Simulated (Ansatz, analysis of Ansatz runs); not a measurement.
# Reproducing a measured local vibrational mode: Al-H pair in alpha-quartz

Subject: Al-H pair in alpha-quartz. Wanted: its local vibrational mode, in one set-up (HSE06, 36-site cell, PBE lattice, 420 eV, k: the zone centre alone). The model is a cell of 36 host atoms with Al put on another atom's site and H put in between. The frequencies come from force constants among the defect atom and its neighbours, with the masses of the isotopes named. Exact exchange opens the gap, stiffens bonds and lessens the self-interaction error, at many times the cost.

What was measured. O-H stretch, 1H: 3378 cm⁻¹ at 300 K, by diffuse reflectance FTIR (“Structural evolution of water and hydroxyl groups during thermal, mechanical and chemical treatment of high purity natural quartz”, 2020, pmc:9055915). O-H stretch, 1H: 3313 cm⁻¹ at 300 K, by diffuse reflectance FTIR (“Structural evolution of water and hydroxyl groups during thermal, mechanical and chemical treatment of high purity natural quartz”, 2020, pmc:9055915). The calculation is set beside it at the end.

Main program and level: Ansatz 0.2.0; plane-wave PAW DFT, HSE06; relaxation of all atoms of a defect supercell.

## 1. The starting structure

The cell holds 37 atoms: 11 Si, 24 O, 1 Al and 1 H. Cell: a = 7.452 Å, b = 7.452 Å, c = 10.037 Å, α = 70.3°, β = 70.3°, γ = 71.4°. It derives from SiO2 (space group P3_221). Nearest the centre at fractional (0.355, 0.472, 0.482): O7 at 0.33 Å, Al24 at 1.31 Å, H37 at 1.33 Å, Si1 at 1.92 Å, O36 at 2.36 Å, O14 at 2.42 Å, O29 at 2.44 Å, O17 at 2.85 Å.

The host's primitive cell comes from a first run (plane-wave PAW DFT, PBE; relaxation of the host's cell and atoms): vectors of 5.018, 5.018 and 5.509 Å. That is 13.35 Å³ an atom, 6.1 % over the diffraction cell's volume. The supercell is built on it.

## 2. Relaxation, charge 0

Every later number rests on the structure around the defect, so the atoms are relaxed at the host's lattice first.

Input file relax/input.yaml:

```yaml
relax:
  f_tol: 0.01
  max_steps: 80
  random_displacement: { amplitude: 0.02, seed: 180 }
crystal:
  lattice:
    - [-2.50916922, 4.34600857, 5.50897407]
    - [5.01833843, 0.0, 5.50897407]
    - [5.01833843, 8.69201713, 0.0]
  atoms:
    - { symbol: Si, position: [0.09514879, 0.571517876, 0.452425605] }
    - { symbol: Si, position: [0.59514879, 0.071517876, 0.202425605] }
    - { symbol: Si, position: [0.40485121, 0.928482124, 0.035758938] }
    - { symbol: Si, position: [0.90485121, 0.428482124, 0.285758938] }
    - { symbol: Si, position: [0.0, 0.0, 0.261815457] }
    - { symbol: Si, position: [0.5, 0.5, 0.011815457] }
    - { symbol: O, position: [0.317998505, 0.476285376, 0.469060752] }
    - { symbol: O, position: [0.817998505, 0.976285376, 0.219060752] }
    - { symbol: O, position: [0.437678714, 0.023271834, 0.360304078] }
    - { symbol: O, position: [0.937678714, 0.523271834, 0.110304078] }
    - { symbol: O, position: [0.435748603, 0.691868612, 0.074922259] }
    - { symbol: O, position: [0.935748603, 0.191868612, 0.324922259] }
    - { symbol: O, position: [0.182001495, 0.023714624, 0.116202693] }
    - { symbol: O, position: [0.682001495, 0.523714624, 0.366202693] }
    - { symbol: O, position: [0.062321286, 0.476728166, 0.340779352] }
    - { symbol: O, position: [0.562321286, 0.976728166, 0.090779352] }
    - { symbol: O, position: [0.064251397, 0.808131388, 0.388730866] }
    - { symbol: O, position: [0.564251397, 0.308131388, 0.138730866] }
    - { symbol: Si, position: [0.09514879, 0.571517876, 0.952425605] }
    - { symbol: Si, position: [0.59514879, 0.071517876, 0.702425605] }
    - { symbol: Si, position: [0.40485121, 0.928482124, 0.535758938] }
    - { symbol: Si, position: [0.90485121, 0.428482124, 0.785758938] }
    - { symbol: Si, position: [0.0, 0.0, 0.761815457] }
    - { symbol: Al, position: [0.5, 0.5, 0.511815457] }
    - { symbol: O, position: [0.317998505, 0.476285376, 0.969060752] }
    - { symbol: O, position: [0.817998505, 0.976285376, 0.719060752] }
    - { symbol: O, position: [0.437678714, 0.023271834, 0.860304078] }
    - { symbol: O, position: [0.937678714, 0.523271834, 0.610304078] }
    - { symbol: O, position: [0.435748603, 0.691868612, 0.574922259] }
    - { symbol: O, position: [0.935748603, 0.191868612, 0.824922259] }
    - { symbol: O, position: [0.182001495, 0.023714624, 0.616202693] }
    - { symbol: O, position: [0.682001495, 0.523714624, 0.866202693] }
    - { symbol: O, position: [0.062321286, 0.476728166, 0.840779352] }
    - { symbol: O, position: [0.562321286, 0.976728166, 0.590779352] }
    - { symbol: O, position: [0.064251397, 0.808131388, 0.888730866] }
    - { symbol: O, position: [0.564251397, 0.308131388, 0.638730866] }
    - { symbol: H, position: [0.209198, 0.444758, 0.448563] }
basis:
  ecutwfc: 420
  xc_grid: 2
hamiltonian:
  xc: hse06
kpoints:
  mp_grid: { grid: [1, 1, 1] }
scf:
  occupations: { method: fermi_dirac, width: 0.01 }
  max_iter: 120
output:
  forces: true
checkpoint:
  write: "../relax.run"
  compress: false
  write_wavefunctions: true
  write_every: 100000
```

Command:

```bash
> ansatz run input.yaml --threads 2 --pin off --max-ram 3768MiB --backend cpu --events-out ev --progress --plain --runs-dir out
```

Numbers of over 12 decimals in the logs are rounded to 6 here.

The program printed:

```text
[... repeated set-up lines and file paths are left out, and long positions are rounded to six places ...]
exact exchange: scf.exx.singularity resolves to wigner_seitz, which cuts the screened interaction at the faces of the exchange supercell's Wigner-Seitz cell, so that each pair interacts once, at the shortest of its separations (the periodic images that this [...]
Engine: ansatz 0.2.0, aarch64-unknown-linux-gnu
Pseudopotentials: kind: paw
Pseudopotential: Si, paw, valence charge 4, recommended cutoff 420 eV (normal), Si.paw.azcp
Pseudopotential: O, paw, valence charge 6, recommended cutoff 420 eV (normal), O.paw.azcp
Pseudopotential: Al, paw, valence charge 3, recommended cutoff 420 eV (normal), Al.paw.azcp
Pseudopotential: H, paw, valence charge 1, recommended cutoff 420 eV (normal), H.paw.azcp
Functional definition: HSE06
  parameter a = 0.25
  parameter omega = 0.11/bohr
  exchange = pbe_x - a*pbe_x_sr(omega) + a*exact_x_sr(omega)
  correlation = pbe_c
Crystal: 37 atoms, lattice volume = 480.597 Å³
Basis set: ecut = 420 eV, 9403 PW (Γ), exchange–correlation on 100×100×144 points (8 copies of the dense FFT grid, shifted against one another)
Bands: 133, of which v1, the nominal top of the filled ones, is band 96 counted from 1 (95 counted from 0)
Symmetry: 1 space group operations
k-points: 1
Non-local potential: Si, projectors of the file, l = 0: 2, l = 1: 2, l = 2: 2
Non-local potential: O, projectors of the file, l = 0: 2, l = 1: 2, l = 2: 1
Non-local potential: Al, projectors of the file, l = 0: 2, l = 1: 2, l = 2: 1
Non-local potential: H, projectors of the file, l = 0: 2, l = 1: 1
PAW form: soft (Blöchl's): semilocal exchange-correlation on the pseudo side does not see the compensation charge
PAW frozen core: Si, regenerated for the run's functional, and the local potential with it (the file was generated under x = pbe(κ = 0.804, μ = 0.219515), c = pbe(β = 0.066725))
PAW frozen core: O, regenerated for the run's functional, and the local potential with it (the file was generated under x = pbe(κ = 0.804, μ = 0.219515), c = pbe(β = 0.066725))
PAW frozen core: Al, regenerated for the run's functional, and the local potential with it (the file was generated under x = pbe(κ = 0.804, μ = 0.219515), c = pbe(β = 0.066725))
PAW one-centre angular grid: Si, 110 points (default); XC on 64 Gauss nodes
PAW one-centre angular grid: O, 110 points (default); XC on 96 Gauss nodes
PAW one-centre angular grid: Al, 110 points (default); XC on 64 Gauss nodes
PAW one-centre angular grid: H, 110 points (default); XC on 64 Gauss nodes
Initial density: superposition of atomic densities (neutral atoms: chi_scale 0, normalization atom), corrected by the library's trained network
Initial wavefunctions: pseudopotential atomic-orbital guess
Functional: x = pbe(κ = 0.804, μ = 0.219515), c = pbe(β = 0.066725), warm-up for x = pbe(κ = 0.804, μ = 0.219515) + 0.25 (exact − pbe) at short range (hse, ω = 0.207870 Å⁻¹), c = pbe(β = 0.066725); [...]
SCF iter   1: F=—  HF=-21196.829378 eV  |F-HF|=—  |Δ(HF+E_count)|=         —  Δρ=9.29e-3  dr2=4.96e-1  ethr=1.77e-3  ⟨swp⟩=12.0  Hψ=768  notcnv=0
preconditioner: auto → none  [insulator: Δε(μ)=4.436 eV  Ē_g=16.592 eV  σ=0.010 eV  W_gap=1.00  n_scr=102 (ndim 8)  ℏωp=23.5 eV  f_vac=0.148  D(μ)=0.00/eV (n_scr^D=0)]
SCF iter   2: F=—  HF=-21196.663175 eV  |F-HF|=—  |Δ(HF+E_count)|=   1.66e-1  Δρ=5.55e-3  dr2=8.74e-2  ethr=2.58e-4  ⟨swp⟩=8.0  Hψ=415  notcnv=0
SCF iter   3: F=—  HF=-21196.644065 eV  |F-HF|=—  |Δ(HF+E_count)|=   1.91e-2  Δρ=2.04e-3  dr2=1.19e-2  ethr=4.55e-5  ⟨swp⟩=6.0  Hψ=360  notcnv=0
SCF iter   4: F=—  HF=-21196.642734 eV  |F-HF|=—  |Δ(HF+E_count)|=   1.33e-3  Δρ=9.48e-4  dr2=2.63e-3  ethr=6.18e-6  ⟨swp⟩=7.0  Hψ=363  notcnv=0
iter 5 solved again at ethr=7.67e-8 eV; its pass at ethr=1.37e-6 eV (dr2=1.47e-4 eV) is discarded
SCF iter   5: F=—  HF=-21196.643173 eV  |F-HF|=—  |Δ(HF+E_count)|=   4.38e-4  Δρ=2.82e-4  dr2=1.49e-4  ethr=7.67e-8  ⟨swp⟩=2.0  Hψ=572  notcnv=0
SCF iter   6: F=—  HF=-21196.643210 eV  |F-HF|=—  |Δ(HF+E_count)|=   3.71e-5  Δρ=9.42e-5  dr2=1.88e-5  ethr=7.67e-8  ⟨swp⟩=3.0  Hψ=252  notcnv=0
SCF iter   7: F=—  HF=-21196.643218 eV  |F-HF|=—  |Δ(HF+E_count)|=   8.06e-6  Δρ=2.91e-5  dr2=2.02e-6  ethr=9.81e-9  ⟨swp⟩=3.0  Hψ=268  notcnv=0
SCF iter   8: F=—  HF=-21196.643219 eV  |F-HF|=—  |Δ(HF+E_count)|=   7.11e-7  Δρ=1.07e-5  dr2=2.80e-7  ethr=1.05e-9  ⟨swp⟩=3.0  Hψ=281  notcnv=0
SCF iter   9: F=-21196.643219 eV  HF=-21196.643219 eV  |F-HF|=6.09e-9  |Δ(HF+E_count)|=   8.36e-8  Δρ=3.48e-6  dr2=2.52e-8  ethr=1.46e-10  ⟨swp⟩=3.0  Hψ=267  notcnv=0
SCF 1 converged in 9 iterations: F = -21196.643219 eV  dr2 = 2.52e-8
  greatest PAW one-centre occupation: 0.873 electrons in one spin orbital (limit 2), on the O atom at site 6 (counted from 0), in its partial waves of l = 0
Initial density: handed on by an earlier stage of this run
Initial wavefunctions: those handed on with the density
Functional: x = pbe(κ = 0.804, μ = 0.219515) + 0.25 (exact − pbe) at short range (hse, ω = 0.207870 Å⁻¹), c = pbe(β = 0.066725); HSE06 as pw.x's `hse` composes it (authors' and Libxc's form: `xc: wpbeh`)
Exchange kernel: α = 0.2500, screened, ω = 0.2079 Å⁻¹, Wigner–Seitz truncation, v(0) = 764.3003 eV·Å³, q-mesh 1×1×1, nearest image of the exchange supercell L = 7.45 Å, pair-density grid 36×36×45, without the augmentation charges, whose exchange is taken in [...]
Frozen-core exchange: fock
iter 1 solved again at ethr=6.82e-5 eV; its pass at ethr=1.00e-1 eV (dr2=1.31e-1 eV) is discarded
SCF iter   1: F=—  HF=-21200.450788 eV  |F-HF|=—  |Δ(HF+E_count)|=         —  Δρ=6.95e-3  dr2=1.88e-1  ethr=6.82e-5  ⟨swp⟩=6.0  Hψ=737  notcnv=0
SCF iter   2: F=—  HF=-21200.389122 eV  |F-HF|=—  |Δ(HF+E_count)|=   6.17e-2  Δρ=3.88e-3  dr2=2.94e-2  ethr=6.82e-5  ⟨swp⟩=4.0  Hψ=342  notcnv=0
SCF iter   3: F=—  HF=-21200.445897 eV  |F-HF|=—  |Δ(HF+E_count)|=   5.68e-2  Δρ=1.66e-3  dr2=1.15e-2  ethr=1.23e-5  ⟨swp⟩=6.0  Hψ=426  notcnv=0
SCF iter   4: F=—  HF=-21200.442105 eV  |F-HF|=—  |Δ(HF+E_count)|=   3.79e-3  Δρ=2.50e-4  dr2=3.31e-4  ethr=5.83e-6  ⟨swp⟩=3.0  Hψ=293  notcnv=0
SCF iter   5: F=—  HF=-21200.443028 eV  |F-HF|=—  |Δ(HF+E_count)|=   9.23e-4  Δρ=2.61e-4  dr2=2.81e-4  ethr=1.05e-7  ⟨swp⟩=6.0  Hψ=412  notcnv=0
SCF iter   6: F=—  HF=-21200.442958 eV  |F-HF|=—  |Δ(HF+E_count)|=   6.99e-5  Δρ=1.01e-4  dr2=5.27e-5  ethr=1.05e-7  ⟨swp⟩=4.0  Hψ=317  notcnv=0
SCF iter   7: F=-21200.442940 eV  HF=-21200.442944 eV  |F-HF|=4.84e-6  |Δ(HF+E_count)|=   1.38e-5  Δρ=2.66e-5  dr2=1.13e-5  ethr=2.29e-8  ⟨swp⟩=3.0  Hψ=248  notcnv=0
SCF 2 stopped early in 7 iterations: F = -21200.442940 eV  dr2 = 1.13e-5
[...]
iter 6 solved again at ethr=1.24e-10 eV; its pass at ethr=3.57e-9 eV (dr2=2.38e-7 eV) is discarded
SCF iter   6: F=-21210.437751 eV  HF=-21210.437751 eV  |F-HF|=2.21e-7  |Δ(HF+E_count)|=   2.65e-6  Δρ=8.47e-6  dr2=2.96e-7  ethr=1.24e-10  ⟨swp⟩=3.0  Hψ=534  notcnv=0
SCF 33 stopped early in 6 iterations: F = -21210.437751 eV  dr2 = 2.96e-7
  Residual-converged pass: ⟨swp⟩=3.0  Hψ=303  notcnv=0  max |occ|·‖R‖ = 4.8e-6 eV (tolerance 6.7e-6 eV)  dr2=3.05e-7  dr2_onsite=1.54e-8  max |Δocc| = 0.0e0
hybrid outer 1: dexx = +4.370e-3 eV, tail = 5.93e-6 eV
SCF iter   1: F=—  HF=-21210.437632 eV  |F-HF|=—  |Δ(HF+E_count)|=         —  Δρ=8.92e-6  dr2=2.77e-7  ethr=1.54e-8  ⟨swp⟩=9.0  Hψ=410  notcnv=0
SCF iter   2: F=—  HF=-21210.437632 eV  |F-HF|=—  |Δ(HF+E_count)|=   5.60e-8  Δρ=4.05e-6  dr2=3.09e-8  ethr=1.15e-10  ⟨swp⟩=3.0  Hψ=314  notcnv=0
SCF iter   3: F=—  HF=-21210.437632 eV  |F-HF|=—  |Δ(HF+E_count)|=   1.05e-7  Δρ=1.86e-6  dr2=9.69e-9  ethr=9.45e-12  ⟨swp⟩=3.0  Hψ=311  notcnv=0
SCF iter   4: F=-21210.437632 eV  HF=-21210.437632 eV  |F-HF|=2.18e-10  |Δ(HF+E_count)|=   2.34e-9  Δρ=3.55e-7  dr2=4.13e-10  ethr=4.73e-12  ⟨swp⟩=4.0  Hψ=297  notcnv=0  defer=1
SCF 34 converged in 4 iterations: F = -21210.437632 eV  dr2 = 4.13e-10
  Residual-converged pass: ⟨swp⟩=3.0  Hψ=321  notcnv=0  max |occ|·‖R‖ = 3.3e-7 eV (tolerance 5.5e-7 eV)  dr2=4.36e-10  dr2_onsite=1.95e-11  max |Δocc| = 0.0e0
hybrid outer 2: dexx = +1.288e-7 eV, tail = 2.03e-9 eV, Δε = 1.90e-4 eV (about 3.54e-6 eV left of the loop's levels), ΔF = 1.02e-2 eV/Å (tail 1.28e-3)
relax step  15: F+E_penalty+E_count = -21210.43763242 eV  Δ(F+E_penalty+E_count) = -2.345e-5 eV  max|allowed force component| = 9.993e-3 eV/Å  Δτ_max = 0.0033 Å  (10 SCF iters, accepted)
hybrid SCF converged: 2 outer / 10 inner (+0 warm-up), last move |dexx| = 1.29e-7 eV, tail = 2.03e-9 eV
Stability not checked: this state was not tested for a lower state beside it, because the functional holds exact exchange (a hybrid, or Hartree-Fock), whose exchange loop this test does not read (fock_operator; see scf.lower_state_search)
Free energy (F): -21210.437632 eV
Harris-Foulkes:  -21210.437632 eV  (|F-HF|=2.18e-10)
Internal energy: -21210.437632 eV  (E = F + TS)
E sigma→0 (E₀):  -21210.437632 eV
Fermi energy:    4.547025 eV
--- Per-component energies (eV) ---
  E_band       = -1263.005251
  E_kinetic    = 4854.057704
  E_local      = -12363.286194  (includes V_loc(G=0)·N_el)
  E_nonlocal   = 1398.129331
  E_hartree    = 4489.262783
  E_xc         = -1966.938158
  E_vxc        = -2266.308382  (∫ρ·V_xc dr)
  E_exx        = -552.950290  (= α·E_x^exact, valence–valence)
  E_paw        = -9863.697686  (= ΣΔE_a)
  E_vpaw       = -758.283293  (= ΣTr[D̂ρ^β])
  E_aug_tail   = 0.060848  (compensation charges beyond the density's cutoff)
  E_ewald      = -7203.741008
  E_core_change = -1.334965  (= ΣΔE_core)
  E_smearing   = -0.000000  (= −TS)
  E_closure    = 0.000001  (closes the sum)
  Σ components = -21210.437632   (vs F -21210.437632, Δ=0.00e0)
--- Forces (eV/Å), atoms counted from 1 ---
  atom   1  Si     0.00042501     0.00447547     0.00543443
  atom   2  Si     0.00147918    -0.00075283    -0.00008910
  atom   3  Si     0.00048320     0.00080550    -0.00049072
  atom   4  Si    -0.00022444    -0.00022950    -0.00098845
  atom   5  Si    -0.00105593     0.00053442    -0.00189083
  atom   6  Si    -0.00047930     0.00073924    -0.00005243
  atom   7  O      0.00618565     0.00091180     0.00302297
  atom   8  O     -0.00003503     0.00029047     0.00057799
  atom   9  O     -0.00035470    -0.00015963    -0.00087706
  atom  10  O      0.00027114    -0.00042772     0.00011584
  atom  11  O      0.00029729    -0.00015481    -0.00009941
  atom  12  O      0.00044949     0.00034786     0.00064948
  atom  13  O      0.00055430    -0.00000319     0.00021611
  atom  14  O      0.00074292     0.00064007    -0.00014691
  atom  15  O     -0.00049287     0.00078753     0.00067829
  atom  16  O      0.00044822     0.00050644     0.00016301
  atom  17  O      0.00107430    -0.00054092     0.00077302
  atom  18  O      0.00015878     0.00040240    -0.00019053
  atom  19  Si    -0.00018068    -0.00020639     0.00064036
  atom  20  Si     0.00062342    -0.00153532     0.00077058
  atom  21  Si     0.00086711    -0.00009720     0.00190505
  atom  22  Si    -0.00155433    -0.00040322    -0.00004981
  atom  23  Si     0.00055285    -0.00016975     0.00044863
  atom  24  Al     0.00047594    -0.00568655    -0.00714739
  atom  25  O     -0.00027800    -0.00067032    -0.00022363
  atom  26  O     -0.00035912     0.00021586    -0.00013669
  atom  27  O      0.00014081     0.00003732     0.00002602
  atom  28  O     -0.00067389    -0.00099444    -0.00052801
  atom  29  O     -0.00013151     0.00152076     0.00145767
  atom  30  O      0.00009906    -0.00029161     0.00008656
  atom  31  O     -0.00024812    -0.00067072     0.00089201
  atom  32  O      0.00044640     0.00053290    -0.00004320
  atom  33  O      0.00015805     0.00023715    -0.00031218
  atom  34  O      0.00058956    -0.00005933     0.00021197
  atom  35  O     -0.00018851     0.00032061    -0.00053416
  atom  36  O     -0.00025741    -0.00039874     0.00013732
  atom  37  H     -0.00999227     0.00009277    -0.00435495
  max |Σ_I F_I| component: 5.36e-5 eV/Å
--- Band table (eV) ---
  k-point 0: bands = ["-20.7343", "-20.1124", "-19.7778", "-19.6051", [... 112 left out ...] "12.9694", "13.0637", "13.1174", "13.1941"]
  guard bands above this table: 13 of the run's 133 bands. The solve was not asked for them (output.publish_guard_bands: true or output.eigenvalues: true publishes all)
--- Relaxed structure (15 steps of the walk, 15 accepted, 0 SCFs on fresh bases) ---
  F+E_penalty+E_count = -21210.43763242 eV   max|allowed force component| = 9.993e-3 eV/Å
  atoms:
    - { symbol: Si, position: [0.076115, 0.570687, 0.447572] }
    - { symbol: Si, position: [0.578974, 0.082480, 0.216343] }
    - { symbol: Si, position: [0.396997, 0.920588, 0.049608] }
    - { symbol: Si, position: [0.904451, 0.424124, 0.274051] }
    - { symbol: Si, position: [-0.008877, -0.006770, 0.261576] }
    - { symbol: Si, position: [0.504752, 0.503826, 0.003608] }
    - { symbol: O, position: [0.309866, 0.462991, 0.454069] }
    - { symbol: O, position: [0.798333, 0.975740, 0.232536] }
    - { symbol: O, position: [0.434438, 0.089472, 0.378636] }
    - { symbol: O, position: [0.953075, 0.512996, 0.098958] }
    - { symbol: O, position: [0.441922, 0.687228, 0.072930] }
    - { symbol: O, position: [0.948298, 0.187388, 0.313217] }
    - { symbol: O, position: [0.165389, -0.001647, 0.114131] }
    - { symbol: O, position: [0.685710, 0.513954, 0.348062] }
    - { symbol: O, position: [0.054291, 0.476079, 0.334677] }
    - { symbol: O, position: [0.516586, 0.965076, 0.137961] }
    - { symbol: O, position: [0.055549, 0.802463, 0.389409] }
    - { symbol: O, position: [0.567455, 0.307878, 0.125804] }
    - { symbol: Si, position: [0.102867, 0.575151, 0.942516] }
    - { symbol: Si, position: [0.592767, 0.074712, 0.715399] }
    - { symbol: Si, position: [0.396829, 0.945063, 0.545853] }
    - { symbol: Si, position: [0.907341, 0.430411, 0.784790] }
    - { symbol: Si, position: [-0.003525, 0.006955, 0.766894] }
    - { symbol: Al, position: [0.506605, 0.506216, 0.508013] }
    - { symbol: O, position: [0.324918, 0.487123, 0.957242] }
    - { symbol: O, position: [0.817629, 0.981014, 0.725542] }
    - { symbol: O, position: [0.451624, 0.030001, 0.879638] }
    - { symbol: O, position: [0.938522, 0.514055, 0.609010] }
    - { symbol: O, position: [0.415933, 0.726104, 0.550199] }
    - { symbol: O, position: [0.929988, 0.196447, 0.831743] }
    - { symbol: O, position: [0.175495, 0.043498, 0.623750] }
    - { symbol: O, position: [0.688481, 0.530441, 0.862687] }
    - { symbol: O, position: [0.068318, 0.486744, 0.828648] }
    - { symbol: O, position: [0.550039, 0.962443, 0.620016] }
    - { symbol: O, position: [0.066170, 0.811077, 0.887225] }
    - { symbol: O, position: [0.556429, 0.304130, 0.645420] }
    - { symbol: H, position: [0.356921, 0.348092, 0.414004] }
```

It took 5.1 min on 2 threads of Arm Neoverse V2, shared host; peak memory 0.89 GiB.

(Part 1 of 2 ends here.)

[Logs are printed without paths, hosts, clocks, repeated set-up lines and the standing remarks that a program may print on its own settings, such as how far it seeks lower states.]

[Hosts, paths, dates, database ids (printed as entryN), source tags and the programs' standing remarks are cut or masked in the printed files.]

[For some hosts the program warned that the k-mesh of the response run may be too coarse for force constants and the static dielectric constant; such warnings are not shown here.]
